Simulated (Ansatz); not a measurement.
## SiGe (model cell, started as layered BN type): relaxing the cell for a phonon run

Wanted: the relaxed cell of SiGe (model cell, started as layered BN type).

Calculated with Ansatz 0.2.0; DFT r2SCAN, scalar-relativistic, plane waves, PAW.

The structure was built from a prototype and need not be the compound's stable phase.

## (1) The starting structure

It takes space group P6_3/mmc (No. 194, hexagonal). Conventional cell: a = 3.952 Å, b = 3.952 Å, c = 5.704 Å, α = 90.00°, β = 90.00°, γ = 120.00°. Nearest to Ge lie 3 Si at 2.28 Å. Si has 3 Ge at 2.28 Å nearest. Farther neighbours are not listed.

## (2) A coarse first look

A quick single point on a coarse mesh tells whether the cell has a gap and how far it is from rest, which sets the k mesh and smearing that follow.

Contents of input.yaml:

```yaml
crystal:
  lattice:
    - [3.95185, 0.0, 0.0]
    - [-1.97592, 3.4224, 0.0]
    - [0.0, 0.0, 5.704]
  atoms:
    - { symbol: Ge, position: [0.333333, 0.666667, 0.25] }
    - { symbol: Ge, position: [0.666667, 0.333333, 0.75] }
    - { symbol: Si, position: [0.666667, 0.333333, 0.25] }
    - { symbol: Si, position: [0.333333, 0.666667, 0.75] }
kpoints:
  mp_grid: { grid: [6, 6, 4] }
hamiltonian:
  xc: r2scan
scf:
  occupations: { method: gaussian, width: 0.1 }
output:
  forces: true
  stress: true
  eigenvalues: true
```

Launch:

```
> ansatz run input.yaml --threads 4 --pin off --max-ram 7168MiB --backend cpu --events-out ev --progress --plain --runs-dir out
```

Numbers of over 12 decimals in the logs are rounded to 6 here.

Log:

```text
[...]
P = ⅓ Tr σ = 8.7324 GPa (87.324 kbar)
--- Band table (eV; the first three rows and the last of 21) ---
  k-point 0: bands = [... 14 lower, 5.8889, 7.0544, 7.8905, 7.8905, 10.6793, 10.6793, 11.2300, 11.7017]
  k-point 1: bands = [... 14 lower, 6.1086, 7.3352, 7.4863, 7.4863, 9.4612, 9.8735, 10.9175, 10.9175]
  k-point 2: bands = [... 14 lower, 6.7144, 6.7144, 6.7144, 6.7144, 8.1808, 8.1808, 11.5947, 11.5947]
  k-point 20: bands = [... 14 lower, 3.3764, 3.3764, 9.2180, 9.2180, 9.4076, 9.4076, 14.2308, 14.2308]
[key lines of the parts left out:]
SCF converged after 6 iterations
Free energy (F): -9881.816506 eV
Fermi energy:    8.761773 eV
```

The job ended after 1.4 s (4 threads of Arm Neoverse V2, shared host; peak memory 0.55 GiB).

This step gave:

| Property | Result |
| --- | --- |
| pressure | 8.732 GPa |
| volume per atom | 19.29 Å³ |
| gap on the k-mesh | 0 eV |

The coarse mesh shows no gap and a pressure of 8.7 GPa.

## (3) Coarse relaxation

The start is far from rest, so a relaxation with loose tolerances brings it close first.

input.yaml, as its differences from that of step 2:

```diff
@@ -20 +20,6 @@
   eigenvalues: true
+relax:
+  adjacent_minimum: "off"
+  f_tol: 0.05
+  max_steps: 80
+  cell: { stress_tol: 0.5 }
```

Log:

```text
[...]
Crystal: 4 atoms, lattice volume = 77.146 Å³
Basis set: ecut = 500 eV, 1947 PW (Γ), exchange–correlation on 120×120×180 points (64 copies of the dense FFT grid, shifted against one another)
Bands: 22, of which v1, the nominal top of the filled ones, is band 18 counted from 1 (17 counted from 0)
Symmetry: 24 space group operations
[...]
cell:  # Å, volume = 83.4797 Å³
    - [4.177172, -3.0513455954517682e-6, 0.0]
    - [-2.088583, 3.617538, 0.0]
    - [0.0, 0.0, 5.524407]
  atoms:
    - { symbol: Ge, position: [0.333333, 0.666667, 0.25] }
    - { symbol: Ge, position: [0.666667, 0.333333, 0.750000] }
    - { symbol: Si, position: [0.666667, 0.333333, 0.25] }
    - { symbol: Si, position: [0.333333, 0.666667, 0.750000] }
[key lines of the parts left out:]
SCF converged after 5 iterations
Free energy (F): -9882.079508 eV
Fermi energy:    7.790024 eV
P = ⅓ Tr σ = 0.0855 GPa (0.855 kbar)
```

Elapsed: 10 s, on 4 threads; peak memory 0.59 GiB.

Step by step:

| step | energy less that of the first step (eV) | largest force component (eV/Å) | pressure (GPa) | volume (Å³) |
| --- | --- | --- | --- | --- |
| 1 | 0.0000 | 0.0000 | 8.73 | 77.15 |
| 2 | -0.1966 | 0.0000 | 2.35 | 82.17 |
| 3 | -0.2455 | 0.0000 | 0.97 | 82.88 |
| 4 | -0.2583 | 0.0000 | -0.37 | 83.87 |
| 5 | -0.2585 | 0.0000 | -0.10 | 83.73 |
| 6 | -0.2615 | 0.0000 | 0.08 | 83.48 |
| 7* | -0.2630 | 0.0000 | 0.09 | 83.48 |

Relaxation steps marked * repeat the geometry before them on a plane-wave basis chosen anew for their cell, so energy and pressure can jump there.

The run keeps the 24 symmetry operations that it works with, so distortions that break them were not tested.

| conventional cell, symmetrised | before | after | change |
| --- | --- | --- | --- |
| a (Å) | 3.952 | 4.177 | +5.7 % |
| b (Å) | 3.952 | 4.177 | +5.7 % |
| c (Å) | 5.704 | 5.524 | -3.1 % |
| volume (Å³/atom) | 19.29 | 20.87 | +8.2 % |

Final coordinates:

```cif
data_structure
_symmetry_space_group_name_H-M 'P 1'
_symmetry_Int_Tables_number 1
_cell_length_a 4.1772
_cell_length_b 4.1772
_cell_length_c 5.5244
_cell_angle_alpha 90.000
_cell_angle_beta 90.000
_cell_angle_gamma 120.000
_cell_volume 83.48
loop_
_atom_site_label
_atom_site_type_symbol
_atom_site_fract_x
_atom_site_fract_y
_atom_site_fract_z
_atom_site_occupancy
Ge1 Ge 0.33333 0.66667 0.25000 1
Ge2 Ge 0.66667 0.33333 0.75000 1
Si3 Si 0.66667 0.33333 0.25000 1
Si4 Si 0.33333 0.66667 0.75000 1
```

This step gave:

- pressure: 0.08546 GPa
- volume per atom: 20.87 Å³

In this step the volume went from 19.29 to 20.87 Å³/atom.

## (4) Bringing the structure to rest

The cell and atoms are relaxed, since residual forces and stress would shift the frequencies.

Contents of input.yaml:

```yaml
crystal:
  lattice:
    - [4.1771715872, -3.0513e-06, 0.0]
    - [-2.088583151, 3.6175382361, 0.0]
    - [0.0, 0.0, 5.5244074319]
  atoms:
    - { symbol: Ge, position: [0.3333333333, 0.6666666667, 0.25] }
    - { symbol: Ge, position: [0.6666666667, 0.3333333333, 0.75] }
    - { symbol: Si, position: [0.6666666667, 0.3333333333, 0.25] }
    - { symbol: Si, position: [0.3333333333, 0.6666666667, 0.75] }
kpoints:
  mp_grid: { grid: [12, 12, 8] }
hamiltonian:
  xc: r2scan
scf:
  occupations: { method: gaussian, width: 0.1 }
output:
  forces: true
  stress: true
  eigenvalues: true
  write_density: true
  write_potential: true
  elf: true
  volumetric_format: npy
relax:
  adjacent_minimum: "off"
  f_tol: 0.005
  max_steps: 80
  cell: { stress_tol: 0.05 }
```

Log:

```text
[...]
Crystal: 4 atoms, lattice volume = 83.480 Å³
Basis set: ecut = 500 eV, 2163 PW (Γ), exchange–correlation on 128×128×180 points (64 copies of the dense FFT grid, shifted against one another)
Bands: 22, of which v1, the nominal top of the filled ones, is band 18 counted from 1 (17 counted from 0)
Symmetry: 24 space group operations
[...]
k-points: 95 of 1152
[...]
SCF iter   1: F=—  HF=-9882.075774 eV  |F-HF|=—  |Δ(HF+E_count)|=         —  Δρ=6.70e-3  dr2=3.76e-2  dr2_τ=9.83e-3  ethr=1.77e-3  ⟨swp⟩=5.5  Hψ=9736  notcnv=0
[...]
SCF iter   6: F=-9882.091294 eV  HF=-9882.091294 eV  |F-HF|=6.96e-9  |Δ(HF+E_count)|=   3.51e-7  Δρ=2.75e-6  dr2=5.15e-9  dr2_τ=9.78e-11  ethr=2.78e-10  ⟨swp⟩=9.5  Hψ=15391  notcnv=0
SCF 1 converged in 6 iterations: F = -9882.091294 eV  dr2 = 5.15e-9
[...]
relax step   1: F+E_penalty+E_count = -9882.09129388 eV  Δ(F+E_penalty+E_count) = +0.000e0 eV  max|allowed force component| = 9.252e-17 eV/Å  Δτ_max = 0.0000 Å  P = +0.156 GPa  Ω = 83.480 Å³  (6 SCF iters, dr2 threshold 1.00e-7 eV, accepted)
Crystal: 4 atoms, lattice volume = 82.626 Å³
Basis set: ecut = 500 eV, 2125 PW (Γ), exchange–correlation on 128×128×180 points (64 copies of the dense FFT grid, shifted against one another)
[...]
SCF iter   6: F=-9882.110638 eV  HF=-9882.110638 eV  |F-HF|=3.83e-8  |Δ(HF+E_count)|=   3.59e-7  Δρ=5.24e-6  dr2=1.18e-8  dr2_τ=3.31e-11  ethr=9.08e-10  ⟨swp⟩=8.3  Hψ=13762  notcnv=0
the search or the solves at the SCF's close seem to have found levels that the self-consistency loop had missed (the run counts 1). By its estimate they hold under 1e-12 electrons; where the run keeps them, the occupations were computed again with them
SCF 2 converged in 6 iterations: F = -9882.110638 eV  dr2 = 1.18e-8
relax step   2: F+E_penalty+E_count = -9882.11063844 eV  Δ(F+E_penalty+E_count) = -1.934e-2 eV  max|allowed force component| = 1.850e-16 eV/Å  Δτ_max = 0.0000 Å  P = +0.783 GPa  Ω = 82.626 Å³  energy of the carried Pulay correction = +1.477e-4 eV  (6 SCF iters, dr2 threshold 4.00e-7 eV, accepted)
Crystal: 4 atoms, lattice volume = 83.443 Å³
Basis set: ecut = 500 eV, 2149 PW (Γ), exchange–correlation on 128×128×180 points (64 copies of the dense FFT grid, shifted against one another)
[...]
SCF iter   5: F=-9882.113053 eV  HF=-9882.113053 eV  |F-HF|=4.01e-7  |Δ(HF+E_count)|=   8.57e-7  Δρ=1.56e-5  dr2=1.35e-7  dr2_τ=2.26e-10  ethr=1.11e-9  ⟨swp⟩=9.1  Hψ=15087  notcnv=0
SCF 3 converged in 5 iterations: F = -9882.113053 eV  dr2 = 1.35e-7
  Residual-converged pass: ⟨swp⟩=1.0  Hψ=2470  notcnv=0  max |occ|·‖R‖ = 7.0e-9 eV (tolerance 1.0e-8 eV)  dr2=1.35e-7  dr2_τ=2.26e-10  dr2_onsite=3.26e-7  max |Δocc| = 9.0e-11
relax step   3: F+E_penalty+E_count = -9882.11305266 eV  Δ(F+E_penalty+E_count) = -2.414e-3 eV  max|allowed force component| = 1.712e-16 eV/Å  Δτ_max = 0.0000 Å  P = -0.009 GPa  Ω = 83.443 Å³  energy of the carried Pulay correction = -1.752e-5 eV  (5 SCF iters, dr2 threshold 4.00e-7 eV, accepted)
[...]
relax step   4: F+E_penalty+E_count = -9882.11349163 eV  Δ(F+E_penalty+E_count) = -4.390e-4 eV  max|allowed force component| = 8.327e-17 eV/Å  Δτ_max = 0.0000 Å  P = -0.073 GPa  Ω = 83.530 Å³  energy of the carried Pulay correction = -3.120e-5 eV  (3 SCF iters, dr2 threshold 4.00e-7 eV, accepted)
[...]
relax step   5: F+E_penalty+E_count = -9882.11353148 eV  Δ(F+E_penalty+E_count) = -3.985e-5 eV  max|allowed force component| = 6.939e-17 eV/Å  Δτ_max = 0.0000 Å  P = -0.005 GPa  Ω = 83.452 Å³  energy of the carried Pulay correction = -1.647e-5 eV  (4 SCF iters, dr2 threshold 4.22e-8 eV, accepted)
Basis set: ecut = 500 eV, 2149 PW (Γ), exchange–correlation on 128×128×160 points (64 copies of the dense FFT grid, shifted against one another)
[...]
SCF iter   4: F=-9882.113564 eV  HF=-9882.113564 eV  |F-HF|=1.82e-11  |Δ(HF+E_count)|=  3.22e-10  Δρ=1.42e-7  dr2=8.41e-12  dr2_τ=5.53e-13  ethr=1.00e-12  ⟨swp⟩=4.3  Hψ=11262  notcnv=0
SCF 6 converged in 4 iterations: F = -9882.113564 eV  dr2 = 8.41e-12
relax step   6: F+E_penalty+E_count = -9882.11356428 eV  Δ(F+E_penalty+E_count) = -3.280e-5 eV  max|allowed force component| = 5.320e-17 eV/Å  Δτ_max = 0.0000 Å  P = -0.005 GPa  Ω = 83.452 Å³  stress off target by 8.40e-3 GPa  SCF on the basis re-selected at this cell (its energy is not comparable with the rows above)  (4 SCF iters)
[...]
SCF converged after 4 iterations
Free energy (F): -9882.113564 eV
[...]
Internal energy: -9882.107378 eV  (E = F + TS)
E sigma→0 (E₀):  -9882.110471 eV
Entropy (-TS):   -0.006186 eV (-1.547 meV/atom)
Fermi energy:    7.595400 eV
[...]
--- Stress (GPa, compression-positive) ---
       -0.008402      -0.000000      -0.000000
       -0.000000      -0.008402       0.000000
       -0.000000       0.000000       0.001606
  P = ⅓ Tr σ = -0.0051 GPa (-0.051 kbar)
--- Band table (eV; the first three rows and the last of 95) ---
  k-point 0: bands = [... 14 lower, 4.6726, 4.6726, 7.4108, 7.4108, 8.6489, 9.2238, 9.2238, 9.5113]
  k-point 1: bands = [... 14 lower, 4.7424, 4.7424, 7.2344, 7.2344, 7.8345, 9.2963, 9.2963, 10.4633]
  k-point 2: bands = [... 14 lower, 4.9493, 4.9493, 6.7957, 6.7957, 6.8450, 9.5129, 9.5129, 10.6552]
  k-point 94: bands = [... 14 lower, 3.0960, 3.0960, 8.9046, 8.9046, 9.0907, 9.0907, 12.2167, 12.2167]
--- Relaxed structure (5 steps of the walk, 5 accepted, 1 SCFs on fresh bases) ---
[...]
cell:  # Å, volume = 83.4515 Å³
    - [4.217099, -3.0805224932158284e-6, 0]
    - [-2.108547, 3.652117, -6.43902198329223e-19]
    - [0, -9.833145796016716e-19, 5.418460]
  atoms:
    - { symbol: Ge, position: [0.333333, 0.666667, 0.250000] }
    - { symbol: Ge, position: [0.666667, 0.333333, 0.750000] }
    - { symbol: Si, position: [0.666667, 0.333333, 0.250000] }
    - { symbol: Si, position: [0.333333, 0.666667, 0.750000] }
```

Run time: 35 s. Hardware: 4 threads; peak memory 0.74 GiB.

The steps of the relaxation:

| step | energy less that of the first step (eV) | largest force component (eV/Å) | pressure (GPa) | volume (Å³) |
| --- | --- | --- | --- | --- |
| 1 | 0.0000 | 0.0000 | 0.16 | 83.48 |
| 2 | -0.0193 | 0.0000 | 0.78 | 82.63 |
| 3 | -0.0218 | 0.0000 | -0.01 | 83.44 |
| 4 | -0.0222 | 0.0000 | -0.07 | 83.53 |
| 5 | -0.0222 | 0.0000 | 0.00 | 83.45 |
| 6* | -0.0223 | 0.0000 | -0.01 | 83.45 |

Relaxation steps marked * repeat the geometry before them on a plane-wave basis chosen anew for their cell, so energy and pressure can jump there.

The run keeps the 24 symmetry operations that it works with, so distortions that break them were not tested.

```csv
"conventional cell, symmetrised",before,after,change
a (Å),4.177,4.217,+1.0 %
b (Å),4.177,4.217,+1.0 %
c (Å),5.524,5.418,-1.9 %
volume (Å³/atom),20.87,20.86,-0.0 %
```

This step gave:

| Quantity | Value |
| --- | --- |
| pressure | -0.005066 GPa |
| volume per atom | 20.86 Å³ |

Valence density in the ac plane at fractional y = 0.333, with atoms of Ge and Si within 0.2 Å of it. It is the smooth field of the valence electrons, not physical close to the nuclei.

Ten steps, logarithmic in the rise over the least value, from '0' (0 e/Å³) to '9' (35 e/Å³), each cell a mean:
```
00000000111000
00000001222100
00000012465310
00000114798521
00000113798421
00000012465210
00000001122100
00000000111000
00000000011000
00000000111100
00000001111110
00000011000111
00000111000111
00000011000111
00000001111110
00000000111000
00000000011000
```
Columns run along a (4.2 Å), rows up along c (5.4 Å). Atoms in or near the plane, at fractional coordinates: Ge at (0.67, 0.75), Si at (0.67, 0.25).

ELF in the ac plane at fractional y = 0.333, with atoms of Ge and Si within 0.2 Å of it. It is the smooth field of the valence electrons, not physical close to the nuclei.

Ten even steps from '0' (0.02) to '9' (0.79), each cell a mean:
```
11211235666542
43334455444455
66556764211356
87667763000257
87667763000257
65556664212356
33333455444554
11111235666542
11111136888642
22222357999864
54445678777887
76556897444699
76557997465699
75556897544699
54444678777886
22222357999853
11111136788632
```
Columns run along a (4.2 Å), rows up along c (5.4 Å). Atoms in or near the plane, at fractional coordinates: Ge at (0.67, 0.75), Si at (0.67, 0.25).

Electrostatic potential energy in the ac plane at fractional y = 0.333, with atoms of Ge and Si within 0.2 Å of it. With pseudopotentials it is smooth inside the atoms' cores, unlike the true potential.

Values in eV, 17 rows by 14 columns, each cell a mean:
```
 10  10  10  10  10  10   9   6   4   2   3   6   8  10
  9   9   9   9   9   9   6  -1 -10 -14 -12  -4   5   8
  8   8   7   8   8   7   2 -14 -23 -28 -25 -17  -2   6
  7   7   6   6   7   5  -3 -21 -31 -38 -34 -24  -8   4
  7   7   6   7   7   5  -3 -21 -30 -37 -33 -24  -8   4
  8   8   8   8   8   7   2 -13 -23 -27 -25 -17  -2   6
  9   9   9   9   9   9   7   0  -7 -12  -9  -2   5   8
 10  10  10  10  10  10   9   7   4   3   4   6   8  10
 10  10  10  10  10  10   9   8   6   5   6   7   9  10
 10  10  10  10  10   9   8   4  -1  -4  -2   3   7   9
  9   9   8   8   9   8   4  -6 -20 -28 -24 -10   2   7
  8   7   7   7   7   6   0 -22 -40 -44 -43 -29  -5   5
  7   7   6   6   7   5  -2 -28 -43 -44 -44 -35  -8   4
  8   7   7   7   8   6   0 -21 -39 -44 -42 -27  -4   5
  9   9   8   9   9   8   5  -4 -17 -25 -21  -8   3   7
 10  10  10  10  10   9   8   5   1  -2   0   3   7   9
 10  10  10  10  10  10   9   8   6   5   6   7   9  10
```
Columns run along a (4.2 Å; values clipped at the 3rd and 97th percentile), rows up along c (5.4 Å). Atoms in or near the plane, at fractional coordinates: Ge at (0.67, 0.75), Si at (0.67, 0.25).

In this step the volume went from 20.87 to 20.86 Å³/atom.

## (5) Tight relaxation

Phonons need a cell at rest on their own settings, so the relaxation is repeated with tight tolerances on forces and stress on the k mesh and occupations of the first response run.

Contents of input.yaml:

```yaml
crystal:
  lattice:
    - [4.2170994749, -3.0805e-06, 0.0]
    - [-2.1085470696, 3.6521168158, 0.0]
    - [0.0, 0.0, 5.4184604015]
  atoms:
    - { symbol: Ge, position: [0.3333333333, 0.6666666667, 0.25] }
    - { symbol: Ge, position: [0.6666666667, 0.3333333333, 0.75] }
    - { symbol: Si, position: [0.6666666667, 0.3333333333, 0.25] }
    - { symbol: Si, position: [0.3333333333, 0.6666666667, 0.75] }
kpoints:
  mp_grid: { grid: [12, 12, 8] }
hamiltonian:
  xc: r2scan
scf:
  occupations: { method: methfessel_paxton, width: 0.2 }
output:
  forces: true
  stress: true
  eigenvalues: true
relax:
  adjacent_minimum: "off"
  f_tol: 0.001
  max_steps: 60
  cell: { stress_tol: 0.01 }
```

Log:

```text
[...]
Crystal: 4 atoms, lattice volume = 83.452 Å³
Basis set: ecut = 500 eV, 2149 PW (Γ), exchange–correlation on 128×128×160 points (64 copies of the dense FFT grid, shifted against one another)
Bands: 22, of which v1, the nominal top of the filled ones, is band 18 counted from 1 (17 counted from 0)
Symmetry: 24 space group operations
[...]
k-points: 95 of 1152
[...]
--- Relaxed structure (3 steps of the walk, 3 accepted, 1 SCFs on fresh bases) ---
[...]
cell:  # Å, volume = 83.4291 Å³
    - [4.217439, -3.080782094020088e-6, 0]
    - [-2.108717, 3.652411, 0]
    - [0, 0, 5.416134]
  atoms:
    - { symbol: Ge, position: [0.333333, 0.666667, 0.250000] }
    - { symbol: Ge, position: [0.666667, 0.333333, 0.750000] }
    - { symbol: Si, position: [0.666667, 0.333333, 0.250000] }
    - { symbol: Si, position: [0.333333, 0.666667, 0.750000] }
[key lines of the parts left out:]
SCF converged after 4 iterations
Free energy (F): -9882.109352 eV
Fermi energy:    7.596444 eV
P = ⅓ Tr σ = 0.0035 GPa (0.035 kbar)
```

Elapsed: 17 s, on 4 threads; peak memory 0.69 GiB; 67 s of CPU time.

Little changed from the start: no atom moved by 0.005 Å and no cell edge by 0.1 %.

Numbers from this step:

| Quantity | Value |
| --- | --- |
| pressure | 0.003451 GPa |

The forces vanish by symmetry and the pressure is 0.003 GPa, within the tolerances set. The cell now holds 20.86 Å³/atom.

## (6) Outcome

```
space group after relaxation (within 0.01 Å) : P6_3/mmc
lattice constant a                           : 4.217 Å
lattice constant b                           : 4.217 Å
lattice constant c                           : 5.416 Å
volume per atom                              : 20.9 Å³
```

**Reading.** The forces vanish by symmetry and the pressure is 0.003 GPa, within the tolerances set. The cell now holds 20.86 Å³/atom. The relaxation keeps the symmetry of its start, so it says nothing on stability against lower symmetry. The starting cell was built on a prototype and not taken from a measurement, so the phase need not exist.

[Logs are printed without paths, hosts, clocks, repeated set-up lines and the standing remarks that a program may print on its own settings, such as how far it seeks lower states.]

[Hosts, paths, dates, database ids (printed as entryN), source tags and the programs' standing remarks are cut or masked in the printed files.]
